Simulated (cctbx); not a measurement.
**Eu2Zn2Bi3 across an absorption edge**

Space group C2/m (no. 12), a = 17.1150 Å, b = 4.4080 Å, c = 12.6330 Å, α = 90.00°, β = 127.40°, γ = 90.00°.

```csv
atom,mult.,x,y,z,Ueq (Å²)
Bi1,4,0.1093,1/2,0.4589,0.0026
Bi2,4,0.8515,0,0.2050,0.0023
Bi3,4,0.4297,1/2,0.8834,0.0029
Eu1,4,0.1068,1/2,0.9521,0.0023
Eu2,4,0.7340,0,0.3316,0.0027
Zn1,4,0.0864,1/2,0.6485,0.0032
Zn2,4,0.9604,0,0.6843,0.0033
```

The model was made for the exercise: a known structure type with other elements put in, its volume estimated, not relaxed; displacement parameters are assumed.

Calculated with cctbx: free-atom f′ and f″ from the Sasaki tables, no fine structure; amplitudes in electrons.

| E (eV) | F 3 1 1 | F 1 1 2 | F 0 0 1 | F 1 1 1 |
| --- | --- | --- | --- | --- |
| 6377 | 485.6 | 682.8 | 7.1 | 584.0 |
| 6727 | 478.1 | 668.3 | 6.0 | 583.4 |
| 6857 | 472.2 | 656.5 | 6.7 | 583.2 |
| 6917 | 466.9 | 645.2 | 8.4 | 583.2 |
| 6947 | 462.0 | 635.0 | 10.4 | 583.2 |
| 6962 | 457.0 | 624.3 | 12.8 | 583.2 |
| 6969 | 452.5 | 614.7 | 15.1 | 583.3 |
| 6973 | 447.7 | 604.4 | 17.6 | 583.4 |
| 6981 | 449.4 | 610.9 | 25.6 | 583.3 |
| 6985 | 454.8 | 622.4 | 23.5 | 583.2 |
| 6992 | 459.6 | 632.6 | 22.0 | 583.1 |
| 7007 | 464.8 | 643.6 | 20.5 | 582.9 |
| 7037 | 469.4 | 653.6 | 19.3 | 582.8 |
| 7127 | 475.9 | 667.8 | 18.0 | 582.4 |
| 7377 | 479.1 | 675.8 | 16.7 | 581.5 |

**Question.** Which edge is crossed, and why do the reflections move as they do?

The L3 edge of Eu. The edge is at 6977 eV. f′ of Eu falls from -11.9 e at 6857 eV to -19.2 e at 4 eV below it, and f″ steps from 3.62 to 10.62 e across it. Over that approach |F| changes by -5 % (3 1 1), -8 % (1 1 2), +163 % (0 0 1) and +0 % (1 1 1): a reflection falls where Eu scatters in phase with the total and rises where it scatters against it; it hardly moves where the Eu term is small or cancels by symmetry. Above the edge the larger f″ enters the imaginary part, where it can add to or cancel the other atoms' f″. The structure is centrosymmetric, so Friedel mates stay equal.

[Logs are printed without paths, hosts, clocks, repeated set-up lines and the standing remarks that a program may print on its own settings, such as how far it seeks lower states.]
